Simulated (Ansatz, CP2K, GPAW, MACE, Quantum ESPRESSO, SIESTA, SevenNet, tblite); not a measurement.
# GPAW runs on Ta2H10C4Cl8O3 (P2_1/c) (108 atoms)

How do the settings of GPAW change the result for Ta2H10C4Cl8O3 (P2_1/c) (108 atoms)? A plane-wave run serves as the yardstick.

Program: GPAW 26.7.0. Level of theory: the method is named at each step. Results are calculated unless marked as measured.

### Step 1. The structure

The cell holds 108 atoms: 8 Ta, 40 H, 16 C, 32 Cl and 12 O. Its edges and angles: a = 6.639 Å, b = 26.008 Å, c = 10.653 Å, α = 90.0°, β = 114.3°, γ = 90.0°. It derives from Ta2H10C4Cl8O3 (P2_1/c), repeated 1×1×1. Ta2H10C4Cl8O3, space group P2_1/c, structure from the Crystallography Open Database, 1 x 1 x 1 conventional cells; every coordinate displaced by a Gaussian of 0.02 Å; bonds to H set to neutron lengths (C-H 1.089, N-H 1.015, O-H 0.983, B-H 1.19 Å) where the listed ones are shorter. Then every atom was moved at random, 0.05 Å r.m.s. a Cartesian component (hydrogen 0.6 of that).

The yardstick, on the same geometry:

```
method                                           : Kohn-Sham DFT, PBE, PAW, plane waves (Ansatz 0.2.0); cutoff 420 eV, Γ point, fermi-dirac smearing of 0.05 eV; PAW set soft_2
r.m.s. force component                           : 1.993 eV/Å
longest force                                    : 11.93 eV/Å
pressure                                         : 4.276 GPa
gap (highest filled to lowest empty level) : 2.143 eV
SCF cycles                                       : 11
time                                             : 25 s on 4 threads of Arm Neoverse V1, shared host
CPU time                                         : 97 s
```

### Step 2. PBE, LCAO dzp, h 0.18 Å

Method: Kohn-Sham DFT, PBE, PAW, atomic orbitals (dzp).

run.py reads:

```python
import numpy as np
from ase.io import read
from gpaw import GPAW, FermiDirac
from ase.parallel import parprint as print

atoms = read("structure.xyz")
atoms.calc = GPAW(
    mode="lcao",
    basis="dzp",
    h=0.18,
    xc="PBE",
    kpts={"size": (1, 1, 1), "gamma": True},
    occupations=FermiDirac(0.05),
    maxiter=200,
    symmetry={"point_group": False},
    txt="gpaw.txt",
)
energy = atoms.get_potential_energy(force_consistent=True)
forces = atoms.get_forces()
print(f"energy {energy:.6f} eV")
print("forces (eV/A)")
for i, (a, f) in enumerate(zip(atoms, forces)):
    print(f"{i:4d} {a.symbol:2s} {f[0]:10.5f} {f[1]:10.5f} {f[2]:10.5f}")
print(f"Fermi level {atoms.calc.get_fermi_level():.4f} eV")
for k in range(len(atoms.calc.get_ibz_k_points())):
    for s in range(atoms.calc.get_number_of_spins()):
        e = atoms.calc.get_eigenvalues(kpt=k, spin=s)
        n = np.searchsorted(e, atoms.calc.get_fermi_level())
        print(f"k {k} spin {s} levels about the Fermi level:", np.round(e[max(n - 6, 0):n], 4).tolist(), "|", np.round(e[n:n + 6], 4).tolist())
```

structure.xyz reads:

```xyz
108
Lattice="6.63880 0.00000 0.00000 0.00000 26.00830 0.00000 -4.37581 0.00000 9.71248" Properties=species:S:1:pos:R:3 pbc="T T T"
Ta 2.20627 23.28445 1.57196
Ta 2.16407 10.20228 3.22406
Ta 0.12604 2.81748 8.11808
Ta -0.04897 15.81383 6.44180
Ta 1.19490 22.35491 5.08847
Ta -1.06461 9.32189 9.41741
Ta 1.11759 3.61775 4.56292
Ta 3.32022 16.76937 0.21125
H 1.74428 25.85017 5.77611
H -1.70709 12.80779 8.73599
H 0.55233 0.18830 3.87722
H 3.92276 13.18829 0.95037
H 2.87864 24.95704 4.71240
H 1.54720 11.96668 0.11694
H -0.61759 1.07388 4.95327
H 0.66750 14.04864 9.62536
H 3.42626 25.33286 6.33759
H -3.31016 12.43665 8.22113
H -1.15616 0.54071 3.42054
H 5.59578 13.54096 1.49902
H 0.84497 24.53181 7.77795
H -0.61589 11.54352 6.77416
H 1.43854 1.55348 1.93230
H 2.91741 14.45775 2.92278
H 2.43282 24.51412 8.27105
H -2.40327 11.53312 6.33730
H -0.18782 1.52903 1.41550
H 4.62841 14.56647 3.42559
H 2.44930 22.09093 8.32126
H -2.45308 9.04855 6.23522
H -0.11500 3.92465 1.43453
H 4.62606 17.04870 3.41209
H 1.12043 22.58301 9.23511
H -1.00893 9.54635 5.33604
H 1.23007 3.47471 0.56973
H 3.21104 16.42502 4.37217
H 1.03493 19.84901 7.64382
H -0.90777 6.90963 6.95093
H 1.28932 6.17255 1.97396
H 3.24363 19.09477 2.85178
H -0.66027 20.30728 7.27436
H 0.72464 7.23291 7.39168
H 2.93476 5.77098 2.50572
H 1.52905 18.85108 2.35838
H -0.04055 20.69480 8.80378
H 0.17151 7.67947 5.77193
H 2.30110 5.30335 0.93240
H 2.06559 18.35900 3.99125
C 2.51919 25.14274 5.78165
C -2.60451 12.07773 8.70899
C -0.37330 0.80730 3.98387
C 4.74827 14.00105 0.95678
C 1.70426 23.93804 7.77465
C -1.55532 10.83610 6.88683
C 0.48775 2.13008 2.05574
C 3.86564 15.12903 2.86810
[... 48 atom lines left out ...]
O 0.63809 21.81680 7.20316
O -0.58599 8.89744 7.25581
O 1.65917 4.10801 2.45124
O 2.81671 17.11190 2.42220
```

Command:

```bash
$ OMP_NUM_THREADS=1 mpirun -np 2 gpaw python run.py > output.txt
```

Output:

```text
energy -532.412219 eV
forces (eV/A)
   0 Ta    0.04905   -2.48124    0.74361
   1 Ta    2.92703    0.14952    1.11765
   2 Ta   -2.07870   -2.66784    0.45513
   3 Ta    0.58835   -0.96026   -1.09463
   4 Ta   -3.59930   -2.52217    4.12756
   5 Ta    2.08303   -0.40720   -1.19121
   6 Ta    1.44296    3.61189    0.51013
   7 Ta   -1.88962   -0.42326    4.71141
   8 H    -1.52828    1.59492    0.47447
   9 H    -0.92397   -0.80766   -0.43829
  10 H    -0.47283    0.10748    0.00503
  11 H     0.77615    0.52991    0.15723
  12 H    -0.60206   -0.36627    0.85437
  13 H    -0.18868   -0.14632   -1.13849
  14 H    -0.65465    0.64538    2.91253
  15 H     0.26930    0.74369   -0.87042
  16 H     0.58849    0.89351    0.75672
  17 H    -7.60521    2.98379   -5.74957
  18 H    -3.62821   -1.18542   -2.97430
  19 H     0.21536    0.29473    0.47968
  20 H    -2.67334    1.26312    0.66434
  21 H    -1.01043   -1.47597    0.70675
  22 H     0.26780   -0.04822    0.37877
  23 H     0.80854    0.96540    0.05872
[...]
100 O     2.03037    0.56533   -4.18717
 101 O    -1.02598    2.41880   -0.97954
 102 O    -3.15855   -3.39071    3.65184
 103 O    -0.50589    4.92595    1.34709
 104 O     0.99959    1.77974    3.25289
 105 O     0.80211   -2.34014    0.54063
 106 O    -0.83474    0.43445   -0.12795
 107 O    -0.09911   -0.22760    0.75097
Fermi level 1.7282 eV
k 0 spin 0 levels about the Fermi level: [0.2429, 0.3264, 0.3713, 0.3793, 0.48, 0.7524] | [2.72, 2.7835, 2.8577, 2.9442, 2.9628, 2.9982]
```

gpaw.txt:

```text
Input parameters:
  mode=LCAO(),
  basis={'default': 'dzp'},
  h=0.18,
  kpts=MonkhorstPack(size=(1, 1, 1), gamma=True),
  maxiter=200,
  occupations=Occupations(name='fermi-dirac', width=0.05, fixmagmom=False),
  symmetry=Symmetry(point_group=False),
  xc=XC(name='PBE')
Unit cell  # Å
| periodic |         x |         y |        z |   lengths |     angles |
|----------|-----------|-----------|----------|-----------|------------|
|      yes |  6.638800 |  0.000000 | 0.000000 |  6.638800 |  90.000000 |
|      yes |  0.000000 | 26.008300 | 0.000000 | 26.008300 | 114.253221 |
|      yes | -4.375810 |  0.000000 | 9.712480 | 10.652698 |  90.000000 |
Number of symmetries: 1
Symmetry operations  # r_c * U_cc + t_c -> r_c
|   | kind |            matrix            |
|---|------|------------------------------|
| 0 |  E   |  1, 0, 0,  0, 1, 0,  0, 0, 1 |
BZ-sampling:
  Number of BZ points: 1
  Number of IBZ points: 1
  Monkhorst-Pack size: [1, 1, 1]
  Monkhorst-Pack shift: [0, 0, 0]
[... lines left out ...]
        l=1, rc=2.8906 Bohr: 2p-dz split-valence wave
        l=2, rc=5.3906 Bohr: d-type Gaussian polarization
      Number of RI-basis functions 0
Reference energy: -3836569.795821  # eV
eigensolver:
density mixing:
  MSR1-Mixer
occupation numbers:
  Fermi-Dirac:
    width: 0.0500  # eV
FastPoissonSolver using
    Stencil: 8*3+1=25 point O(h^6) finite-difference Laplacian
xc functional:
  name: PBE with 2 nearest neighbor stencil
interpolation: tri-quintic # 5. degree polynomial
Initialization done in: 7.522 s
convergence criteria:
- Maximum [total energy] change in last 3 cyles: 0.0005 eV / valence electron
- Maximum integral of absolute [dens]ity change: 0.0001 electrons / valence electron
- Maximum integral of absolute [eigenst]ate change: 4e-08 eV^2 / valence electron
maximum number of iterations: 200
SCF iterations
|iter     |      energy | eigst |  dens |
|---------|-------------|-------|-------|
|iter:   1| -555.105769 |      c|       |
|iter:   2| -549.488565 |      c| -1.01 |
|iter:   3| -532.829713 |      c| -1.04 |
|iter:   4| -532.711329 |      c| -1.58 |
|iter:   5| -532.497717 |      c| -1.91 |
|iter:   6| -532.422620 |      c| -2.29 |
|iter:   7| -532.412828c|      c| -2.72 |
|iter:   8| -532.412379c|      c| -3.14 |
|iter:   9| -532.412239c|      c| -3.49 |
|iter:  10| -532.412228c|      c| -3.85 |
|iter:  11| -532.412219c|      c| -4.19c|
Converged in 11 steps
SCF loop duration: 52.542 s (4.777 s/step)
Energy contributions relative to reference atoms: (reference = -3836569.795821)
Energy contributions:
  Kinetic:         747.894541
  Coulomb:        -779.263812
  Zero:             11.043281
  External:          0.000000
  Xc:             -512.086230
  Entropy:          -0.000000
  Spinorbit:         0.000000
  ----------------------------
  Free energy:    -532.412219
  Extrapolated:   -532.412219
dipole moment: (0.048240, 0.698177, 0.666321)  # |e|*Ang
Fermi level: 1.728
Eigenvalues  # (at kpt = [0.000, 0.000, 0.000])
| band index |      eig [eV] | occ [0-2] |
|------------|---------------|-----------|
|          0 |       -68.243 |     2.000 |
|        ... |               |           |
|        244 |         0.170 |     2.000 |
|        245 |         0.191 |     2.000 |
[...]
|        259 |         3.103 |     0.000 |
|        ... |               |           |
|        306 |         8.559 |     0.000 |
Gap: 1.968 eV
Transition (v -> c):
  (s=0, k=0, n=251, [0.00, 0.00, 0.00]) -> (s=0, k=0, n=252, [0.00, 0.00, 0.00])
No difference between direct/indirect transitions
Force computation time: 9.453  # s
```

The job ended after 72 s (2 MPI ranks of Arm Neoverse V1, shared host; peak memory 1.7 GiB; 2.4 min of CPU time).

Banners, paths, timers and routine set-up lines are dropped from the logs unmarked, and long logs keep their key lines alone; longer cuts are marked.

Against the reference:

```yaml
r_m_s_force_component: 2.208 eV/Å
r_m_s_difference_of_force_components: 319.7 meV/Å
longest_difference_of_force_vectors: 1297 meV/Å
force_difference_over_r_m_s_force: 16.04 %
slope_of_forces_against_the_reference_s: 1.101
correlation_of_force_components: 0.9937
spacing_of_highest_filled_and_lowest_empty_level: 1.968 eV
gap_difference: -0.1757 eV
```

Length of the force difference by element (eV/Å):

```tsv
element	atoms	mean	most
C	16	0.50	0.93
Cl	32	0.27	0.59
H	40	0.62	1.3
O	12	0.49	0.93
Ta	8	0.69	1.1
```

Levels nearest the highest filled one (eV from it): -0.51, -0.43, -0.38, -0.37, -0.27, 0.00, 1.97, 2.03, 2.11, 2.19, 2.21, 2.25.

Local excerpt of 12 atoms (numbers count through the whole input) about Ta2, one of the 8 Ta atoms; x, y, z are measured from there.

```tsv
atom	x	y	z	distance (Å)	bonds	Fx	Fy	Fz (eV/Å)
Ta2	0.00	0.00	0.00	0.00	6	2.93	0.15	1.12
O98	0.56	-0.29	-1.95	2.05	2	-1.13	0.93	1.91
Cl82	-1.82	-1.24	-0.34	2.23	1	-1.36	-1.16	-0.53
Cl66	-1.05	1.96	-0.48	2.27	1	-0.49	1.23	-0.71
Cl70	-0.47	0.37	2.25	2.33	1	0.13	-0.23	0.27
Cl74	2.11	1.29	0.15	2.47	1	-0.40	-0.54	0.22
Cl78	1.43	-1.98	0.48	2.49	1	-0.70	0.55	-0.08
H14	-0.62	1.76	-3.11	3.63	1	-0.19	-0.15	-1.14
Ta6	1.15	-0.88	-3.52	3.80	6	2.08	-0.41	-1.19
H30	2.02	-1.15	3.01	3.81	1	-1.47	-0.99	0.20
H34	-3.17	-0.66	2.11	3.87	1	-0.29	0.11	0.18
H26	2.07	1.33	3.11	3.97	1	1.61	-1.69	0.85
```

Atoms are counted from 1 here, from 0 in the log.

Forces lie 16 % from the reference's, at 1.5 times its CPU time (on 2 against 4 cores).

### Step 3. PBE, LCAO sz(dzp), h 0.18 Å

Method: Kohn-Sham DFT, PBE, PAW, atomic orbitals (sz(dzp)).

Edit run.py of step 2 so:

```diff
@@ -3,3 +3,2 @@
 from gpaw import GPAW, FermiDirac
-from ase.parallel import parprint as print
 
@@ -8,3 +7,3 @@
     mode="lcao",
-    basis="dzp",
+    basis="sz(dzp)",
     h=0.18,
```

structure.xyz is that of step 2.

Command:

```bash
$ OMP_NUM_THREADS=1 python run.py > output.txt
```

Output:

```text
energy -445.795661 eV
forces (eV/A)
   0 Ta   -0.52028   -3.25461    1.42674
   1 Ta    4.74577   -0.02938    1.18499
   2 Ta   -2.65898   -4.06357    0.34284
   3 Ta    0.61495   -1.40084   -1.07888
   4 Ta   -4.53048   -2.30321    6.16444
   5 Ta    2.49293   -0.12688   -2.54047
   6 Ta    1.48978    3.88368   -0.15538
   7 Ta   -1.94084   -1.54391    6.82115
   8 H    -4.14305    4.21631    0.36663
   9 H     0.86697    0.99203   -0.38739
  10 H     1.90498   -1.64111   -0.26488
  11 H    -0.77813   -1.42539    0.11074
[...]
103 O    -1.79484    8.66870    0.68081
 104 O     1.00375    3.32620    0.47124
 105 O     2.08438   -2.27612    2.95669
 106 O    -0.36717   -0.78153    1.90913
 107 O    -0.07481   -1.89637   -1.32894
Fermi level 2.0276 eV
k 0 spin 0 levels about the Fermi level: [0.7252, 0.7698, 0.8175, 0.8729, 0.9611, 1.2674] | [2.7935, 2.9053, 3.0313, 3.0659, 3.1151, 3.138]
```

gpaw.txt:

```text
Input parameters:
  mode=LCAO(),
  basis={'default': 'sz(dzp)'},
  h=0.18,
  kpts=MonkhorstPack(size=(1, 1, 1), gamma=True),
  maxiter=200,
  occupations=Occupations(name='fermi-dirac', width=0.05, fixmagmom=False),
  symmetry=Symmetry(point_group=False),
  xc=XC(name='PBE')
[... lines left out ...]
  Fermi-Dirac:
[... lines left out ...]
convergence criteria:
- Maximum [total energy] change in last 3 cyles: 0.0005 eV / valence electron
[... lines left out ...]
Converged in 11 steps
[... lines left out ...]
  Free energy:    -445.795661
[... lines left out ...]
Fermi level: 2.028
[... lines left out ...]
|          0 |       -68.503 |     2.000 |
|        ... |               |           |
|        244 |         0.539 |     2.000 |
|        245 |         0.632 |     2.000 |
[...]
|        259 |         3.234 |     0.000 |
|        ... |               |           |
|        306 |         8.769 |     0.000 |
Gap: 1.526 eV
Transition (v -> c):
  (s=0, k=0, n=251, [0.00, 0.00, 0.00]) -> (s=0, k=0, n=252, [0.00, 0.00, 0.00])
No difference between direct/indirect transitions
Force computation time: 5.514  # s
timing:  # [seconds]
  Total:  53.463  # ━━━━━━━━━━━━━━━━━━━━━━━━━━━━━━━━━━━━━━━━━━━━━━━━━━━━━━━━━
  Init:    9.349  # ━━━━━━━━━━
  SCF:    38.573  # ━━━━━━━━━━━━━━━━━━━━━━━━━━━━━━━━━━━━━━━━━
  Forces:  5.514  # ━━━━━━
```

Run time: 55 s. Hardware: 1 thread; peak memory 1.2 GiB.

Numbers from this run, and their distance from the reference:

```
r.m.s. force component                           : 3.169 eV/Å
r.m.s. difference of force components            : 1681 meV/Å
longest difference of force vectors              : 6664 meV/Å
force difference over r.m.s. force               : 84.37 %
slope of forces against the reference's          : 1.409
correlation of force components                  : 0.8857
gap (highest filled to lowest empty level) : 1.526 eV
gap difference                                   : -0.6172 eV
```

This is a coarse setting, run to see what it loses.

Against the first run (16 %), the force difference from the reference is 84 %, at 0.38 times the CPU time (on 1 against 2 cores), with 384 basis functions against 1212: the smaller basis costs accuracy.

### Step 4. RPBE, LCAO dzp, h 0.18 Å

Method: Kohn-Sham DFT, RPBE, PAW, atomic orbitals (dzp).

Edit run.py of step 3 so:

```diff
@@ -3,2 +3,3 @@
 from gpaw import GPAW, FermiDirac
+from ase.parallel import parprint as print
 
@@ -7,5 +8,5 @@
     mode="lcao",
-    basis="sz(dzp)",
+    basis="dzp",
     h=0.18,
-    xc="PBE",
+    xc="RPBE",
     kpts={"size": (1, 1, 1), "gamma": True},
```

structure.xyz is that of step 3.

Command:

```bash
$ OMP_NUM_THREADS=1 mpirun -np 2 gpaw python run.py > output.txt
```

Output:

```text
energy -507.963982 eV
forces (eV/A)
   0 Ta    0.06631   -2.54032    0.68625
   1 Ta    2.98702    0.14622    1.23834
   2 Ta   -2.15502   -2.75622    0.58085
   3 Ta    0.64152   -1.01663   -1.21687
   4 Ta   -3.72831   -2.68912    4.29298
   5 Ta    2.21983   -0.52193   -1.30171
[...]
105 O     0.90771   -2.34783    0.56859
 106 O    -0.74764    0.42122   -0.10575
 107 O    -0.17194   -0.25371    0.72657
Fermi level 1.8545 eV
k 0 spin 0 levels about the Fermi level: [0.3549, 0.4321, 0.4833, 0.4902, 0.5952, 0.87] | [2.8542, 2.9233, 2.9895, 3.0793, 3.1012, 3.1376]
```

gpaw.txt:

```text
Input parameters:
  mode=LCAO(),
  basis={'default': 'dzp'},
  h=0.18,
  kpts=MonkhorstPack(size=(1, 1, 1), gamma=True),
  maxiter=200,
  occupations=Occupations(name='fermi-dirac', width=0.05, fixmagmom=False),
[... lines left out ...]
  Fermi-Dirac:
[... lines left out ...]
convergence criteria:
- Maximum [total energy] change in last 3 cyles: 0.0005 eV / valence electron
[... lines left out ...]
Converged in 11 steps
[... lines left out ...]
  Free energy:    -507.963982
[... lines left out ...]
Fermi level: 1.854
[... lines left out ...]
|        ... |               |           |
|        244 |         0.272 |     2.000 |
|        245 |         0.293 |     2.000 |
[...]
|        259 |         3.244 |     0.000 |
|        ... |               |           |
|        306 |         8.814 |     0.000 |
Gap: 1.984 eV
Transition (v -> c):
  (s=0, k=0, n=251, [0.00, 0.00, 0.00]) -> (s=0, k=0, n=252, [0.00, 0.00, 0.00])
No difference between direct/indirect transitions
Force computation time: 9.590  # s
```

Run time: 72 s. Hardware: 2 MPI ranks; peak memory 1.8 GiB; 2.4 min of CPU time.

Against the reference:

```
r.m.s. force component                           : 2.233 eV/Å
r.m.s. difference of force components            : 341.7 meV/Å
longest difference of force vectors              : 1329 meV/Å
force difference over r.m.s. force               : 17.15 %
slope of forces against the reference's          : 1.113
correlation of force components                  : 0.9934
gap (highest filled to lowest empty level) : 1.984 eV
gap difference                                   : -0.1591 eV
```

Against the first run (16 %), the force difference from the reference is 17 %, at 1.0 times the CPU time; the model has changed, so this is no error of the program alone.

(Part 1 of 2 ends here.)

[Also dropped from logs without a mark: logging warnings of Python, and SIESTA's first energy breakdown and zero terms.]

[Logs are printed without paths, hosts, clocks, repeated set-up lines and the standing remarks that a program may print on its own settings, such as how far it seeks lower states.]

[Hosts, paths, dates, database ids (printed as entryN), source tags and the programs' standing remarks are cut or masked in the printed files.]
